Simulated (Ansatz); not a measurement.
# Work function of Y(0001): what the settings cost and change, part 2 of 2

Aim: the work function of Y(0001) across levels of theory at one geometry.

Ansatz 0.2.0; plane-wave DFT, PBE, Ansatz PAW (the session's first sound run).

So far, work function, upper face (eV): step 2 (run, setting PBE, Ansatz PAW (420 eV)) 3.37; step 4 (PBEsol) 3.42; step 5 (RPBE) 3.27; step 6 (r2SCAN) 3.43; step 7 (PBE JTH) 3.37.

### Step 8. Slab

This step: plane-wave DFT, PBE, norm-conserving (Ansatz 0.2.0).

input.yaml reads:

```yaml
crystal:
  lattice:
    - [3.65, 0.0, 0.0]
    - [1.825, 3.1609927238, 0.0]
    - [0.0, 0.0, 35.20245]
  atoms:
    - { symbol: "Y", position: [0.0, 0.0, 0.2556640234] }
    - { symbol: "Y", position: [0.6666666667, 0.6666666667, 0.3371093489] }
    - { symbol: "Y", position: [0.0, 0.0, 0.4185546745] }
    - { symbol: "Y", position: [0.6666666667, 0.6666666667, 0.5] }
    - { symbol: "Y", position: [0.0, 0.0, 0.5814453255] }
    - { symbol: "Y", position: [0.6666666667, 0.6666666667, 0.6628906511] }
    - { symbol: "Y", position: [0.0, 0.0, 0.7443359766] }
kpoints:
  mp_grid: { grid: [13, 13, 1] }
hamiltonian:
  xc: pbe
  pseudopotentials: { kind: nc }
scf:
  occupations: { method: fermi_dirac, width: 0.1 }
  convergence: { dr2_threshold: 1.0e-09 }
efield:
  axis: 3
  dipole_correction: true
  ramp_position: 0.97
  ramp_width: 0.06
output:
  write_potential: true
  write_density: true
  volumetric_format: npy
```

Command:

```bash
$ ansatz run input.yaml --threads 2 --pin off --max-ram 3072MiB --backend cpu --events-out ev --progress --plain --runs-dir out
```

Log:

```text
[...]
Crystal: 7 atoms, lattice volume = 406.153 Å³
Basis set: ecut = 979.609905 eV, 28403 PW (Γ)
Bands: 47, of which v1, the nominal top of the filled ones, is band 39 counted from 1 (38 counted from 0)
Symmetry: 6 space group operations
k-points: 21 of 169 (time reversal used)
[...]
k-point 0: bands = [... 35 lower, 4.2243, 4.2309, 4.7392, 4.8132, 4.8986, 5.2559, 5.6001, 5.6001, ... 12 higher]
  k-point 1: bands = [... 35 lower, 4.2296, 4.2420, 4.6220, 4.6880, 4.8214, 5.2133, 5.4231, 5.4429, ... 12 higher]
  k-point 2: bands = [... 35 lower, 4.1816, 4.2152, 4.3629, 4.3871, 4.6598, 4.9872, 5.0340, 5.0632, ... 12 higher]
  k-point 20: bands = [... 35 lower, 3.6191, 3.6447, 3.7777, 3.7805, 4.0262, 4.0475, 4.3677, 4.4232, ... 12 higher]
[key lines of the parts left out:]
SCF converged after 14 iterations
Free energy (F): -7768.234798 eV
Fermi energy:    4.047737 eV
Dipole field:    D = 0.000000 V/Å  (p = 0.000001 e·Å, saw-weighted, corrected)
Work function:   Φ+ = 3.3702 eV   Φ− = 3.3703 eV
```

Wall time 7.3 min (2 threads of Arm Neoverse N1, shared host); peak memory 2.1 GiB; 8.9 min of CPU time.

The work function is 3.370 eV, +0.000 eV from the run “PBE, Ansatz PAW (420 eV)”, at 4.0 times its CPU time.

### Step 9. Run

This step: plane-wave DFT, LDA, norm-conserving (Ansatz 0.2.0).

input.yaml, as its differences from that of step 8:

```diff
@@ -16,3 +16,3 @@
 hamiltonian:
-  xc: pbe
+  xc: lda
   pseudopotentials: { kind: nc }
```

Log:

```text
[...]
Crystal: 7 atoms, lattice volume = 406.153 Å³
Basis set: ecut = 979.609905 eV, 28403 PW (Γ)
Bands: 47, of which v1, the nominal top of the filled ones, is band 39 counted from 1 (38 counted from 0)
Symmetry: 6 space group operations
k-points: 21 of 169 (time reversal used)
[...]
k-point 0: bands = [... 35 lower, 4.0119, 4.0171, 4.5533, 4.6359, 4.6981, 5.0105, 5.3349, 5.3349, ... 12 higher]
  k-point 1: bands = [... 35 lower, 4.0190, 4.0304, 4.4271, 4.5161, 4.6002, 4.9645, 5.1654, 5.1845, ... 12 higher]
  k-point 2: bands = [... 35 lower, 3.9699, 4.0162, 4.1425, 4.2121, 4.4171, 4.7362, 4.7861, 4.8144, ... 12 higher]
  k-point 20: bands = [... 35 lower, 3.4198, 3.4472, 3.5686, 3.5688, 3.8001, 3.8130, 4.1670, 4.2164, ... 12 higher]
[key lines of the parts left out:]
SCF converged after 13 iterations
Free energy (F): -7780.972108 eV
Fermi energy:    3.834343 eV
Dipole field:    D = 0.000002 V/Å  (p = 0.000003 e·Å, saw-weighted, corrected)
Work function:   Φ+ = 3.5303 eV   Φ− = 3.5304 eV
```

Elapsed: 5.4 min, on 2 threads; peak memory 2.1 GiB; 8 min of CPU time.

The work function is 3.530 eV, +0.160 eV from the run “PBE, Ansatz PAW (420 eV)”, at 3.6 times its CPU time.

### Step 10. Slab, setting PBE, all layers relaxed

This step: plane-wave DFT, PBE, Ansatz PAW (Ansatz 0.2.0).

input.yaml, as its differences from that of step 9:

```diff
@@ -16,4 +16,3 @@
 hamiltonian:
-  xc: lda
-  pseudopotentials: { kind: nc }
+  xc: pbe
 scf:
@@ -26,2 +25,5 @@
   ramp_width: 0.06
+relax:
+  f_tol: 0.01
+  max_steps: 40
 output:
```

Log:

```text
[...]
Crystal: 7 atoms, lattice volume = 406.153 Å³
Basis set: ecut = 420 eV, 7797 PW (Γ), exchange–correlation on 50×50×480 points (8 copies of the dense FFT grid, shifted against one another)
Bands: 47, of which v1, the nominal top of the filled ones, is band 39 counted from 1 (38 counted from 0)
Symmetry: 6 space group operations
[...]
atoms:
    - { symbol: Y, position: [0, 0, 0.258490] }
    - { symbol: Y, position: [0.666667, 0.666667, 0.337324] }
    - { symbol: Y, position: [0, 0, 0.419036] }
    - { symbol: Y, position: [0.666667, 0.666667, 0.500000] }
    - { symbol: Y, position: [0, 0, 0.580964] }
    - { symbol: Y, position: [0.666667, 0.666667, 0.662676] }
    - { symbol: Y, position: [0, 0, 0.741510] }
[key lines of the parts left out:]
SCF converged after 11 iterations
Free energy (F): -26939.483466 eV
Fermi energy:    3.935026 eV
Dipole field:    D = 0.000000 V/Å  (p = 0.000000 e·Å, saw-weighted, corrected)
Work function:   Φ+ = 3.3540 eV   Φ− = 3.3540 eV
```

Run time: 2.3 min. Hardware: 2 threads; peak memory 0.78 GiB; 3.3 min of CPU time.

The relaxation took 2 steps and lowered the energy by 0.018 eV; the largest force on the free atoms ends at 0.0026 eV/Å.

The work function is 3.354 eV, -0.016 eV from the run “PBE, Ansatz PAW (420 eV)”, at 1.5 times its CPU time.

### Step 11. Run

This step: plane-wave DFT, PBE, fully relativistic PAW with spin-orbit coupling (Ansatz 0.2.0).

input.yaml, as its differences from that of step 10:

```diff
@@ -17,2 +17,3 @@
   xc: pbe
+  pseudopotentials: { kind: paw_fr }
 scf:
@@ -25,5 +26,5 @@
   ramp_width: 0.06
-relax:
-  f_tol: 0.01
-  max_steps: 40
+magnetization:
+  noncollinear: true
+  spin_orbit: true
 output:
```

Log:

```text
[...]
non-collinear run that drives no moment, with spin-orbit: no starting moment large enough to seed its density (crystal.atoms[].spin), no starting occupations that ask for one, no magnetisation constraint and no magnetic field, so the semilocal B_xc is pinned to zero
Crystal: 7 atoms, lattice volume = 406.153 Å³
[...]
k-point 1: bands = [... 73 lower, 4.1340, 4.5127, 4.5127, 4.5778, 4.5778, 4.7128, 4.7128, 5.1048, ... 13 higher]
  k-point 2: bands = [... 73 lower, 4.1069, 4.2548, 4.2548, 4.2776, 4.2776, 4.5521, 4.5521, 4.8795, ... 13 higher]
  k-point 20: bands = [... 73 lower, 3.5453, 3.6525, 3.6549, 3.6833, 3.6928, 3.9031, 3.9261, 3.9386, ... 13 higher]
[key lines of the parts left out:]
SCF converged after 14 iterations
Magnetization: |M| = 0.0000 μB,  M = (+0.0000, +0.0000, +0.0000) μB
Free energy (F): -26944.534331 eV
Fermi energy:    3.939711 eV
Dipole field:    D = -0.000001 V/Å  (p = -0.000002 e·Å, saw-weighted, corrected)
Work function:   Φ+ = 3.3706 eV   Φ− = 3.3706 eV
```

Wall time 9.9 min (2 threads); peak memory 2.7 GiB; 17 min of CPU time.

The work function is 3.371 eV, +0.001 eV from the run “PBE, Ansatz PAW (420 eV)”, at 7.9 times its CPU time.

### Step 12. Side by side

Times are for 2 threads of Arm Neoverse N1, shared host. The runs compared:

| no. | setting | work function, upper face (eV) | time | memory (GiB) |
| --- | --- | --- | --- | --- |
| 1 | PBE, Ansatz PAW (420 eV) | 3.370 | 87 s | 0.86 |
| 2 | LDA, Ansatz PAW (420 eV) | 3.530 | 78 s | 0.84 |
| 3 | PBEsol, Ansatz PAW (420 eV) | 3.422 | 2.3 min | 0.86 |
| 4 | RPBE, Ansatz PAW (420 eV) | 3.270 | 99 s | 0.86 |
| 5 | r2SCAN, Ansatz PAW (500 eV) | 3.427 | 2.3 min | 1.5 |
| 6 | PBE, JTH PAW (900 eV) | 3.374 | 4.9 min | 2.1 |
| 7 | PBE, norm-conserving (980 eV) | 3.370 | 7.3 min | 2.1 |
| 8 | LDA, norm-conserving (980 eV) | 3.530 | 5.4 min | 2.1 |
| 9 | PBE, all layers relaxed | 3.354 | 2.3 min | 0.78 |
| 10 | PBE with spin-orbit coupling (420 eV) | 3.371 | 9.9 min | 2.7 |

### Step 13. The same run with other settings

This step: plane-wave DFT, PBE, Ansatz PAW (Ansatz 0.2.0).

An input spoilt on purpose, to show how the run answers: it repeats the earlier run “PBE, Ansatz PAW (420 eV)” with scf.mixing to algorithm: broyden, beta: 1.5, ndim: 1, preconditioner: none, and scf.max_iter set to 80; its output block differs too.

input.yaml, as its differences from that of step 11:

```diff
@@ -17,3 +17,2 @@
   xc: pbe
-  pseudopotentials: { kind: paw_fr }
 scf:
@@ -21,2 +20,4 @@
   convergence: { dr2_threshold: 1.0e-09 }
+  mixing: { algorithm: broyden, beta: 1.5, ndim: 1, preconditioner: none }
+  max_iter: 80
 efield:
@@ -26,5 +27,2 @@
   ramp_width: 0.06
-magnetization:
-  noncollinear: true
-  spin_orbit: true
 output:
```

Log:

```text
Error: invalid value for `scf.mixing.beta`: must be finite and in (0, 1]; got 1.5
```

Elapsed: 0.07 s, on 2 threads; peak memory 0.031 GiB; 0.04 s of CPU time.

The program refused the input before any cycle.

The program's message: “Error: invalid value for `scf.mixing.beta`: must be finite and in (0, 1]; got 1.5”

The fault put into the input: mixing far too strong.

### Step 14. Outcome

```yaml
work_function_pbe_ansatz_paw_420_ev: 3.370 eV
work_function_lda_ansatz_paw_420_ev: 3.530 eV
work_function_rpbe_ansatz_paw_420_ev: 3.270 eV
work_function_r2scan_ansatz_paw_500_ev: 3.427 eV
work_function_lda_norm_conserving_980_ev: 3.530 eV
work_function_pbe_all_layers_relaxed: 3.354 eV
work_function_pbe_with_spin_orbit_coupling_420_ev: 3.371 eV
```

In words: PBE on the default files gives 3.37 eV, and the settings tried spread the value from 3.27 to 3.53 eV. At one geometry LDA lies 0.16 eV above PBE. The choice of pseudopotentials moves the PBE value by 0.004 eV. Relaxing the layers changes it by -0.016 eV. Spin-orbit coupling, on the fully relativistic files, changes it by +0.00 eV. The ladder's slabs use the tabulated experimental lattice constant (two decimals; a low-temperature value for the alkali metals).

[Long decimals in the printed logs are rounded to 6 places.]

[Logs are printed without paths, hosts, clocks, repeated set-up lines and the standing remarks that a program may print on its own settings, such as how far it seeks lower states.]

[Hosts, paths, dates, database ids (printed as entryN), source tags and the programs' standing remarks are cut or masked in the printed files.]

[Maps of the electrostatic potential energy from Ansatz leave out the sawtooth potential of an applied field or a dipole correction, so their vacuum need not be flat; planar profiles and work functions include it.]
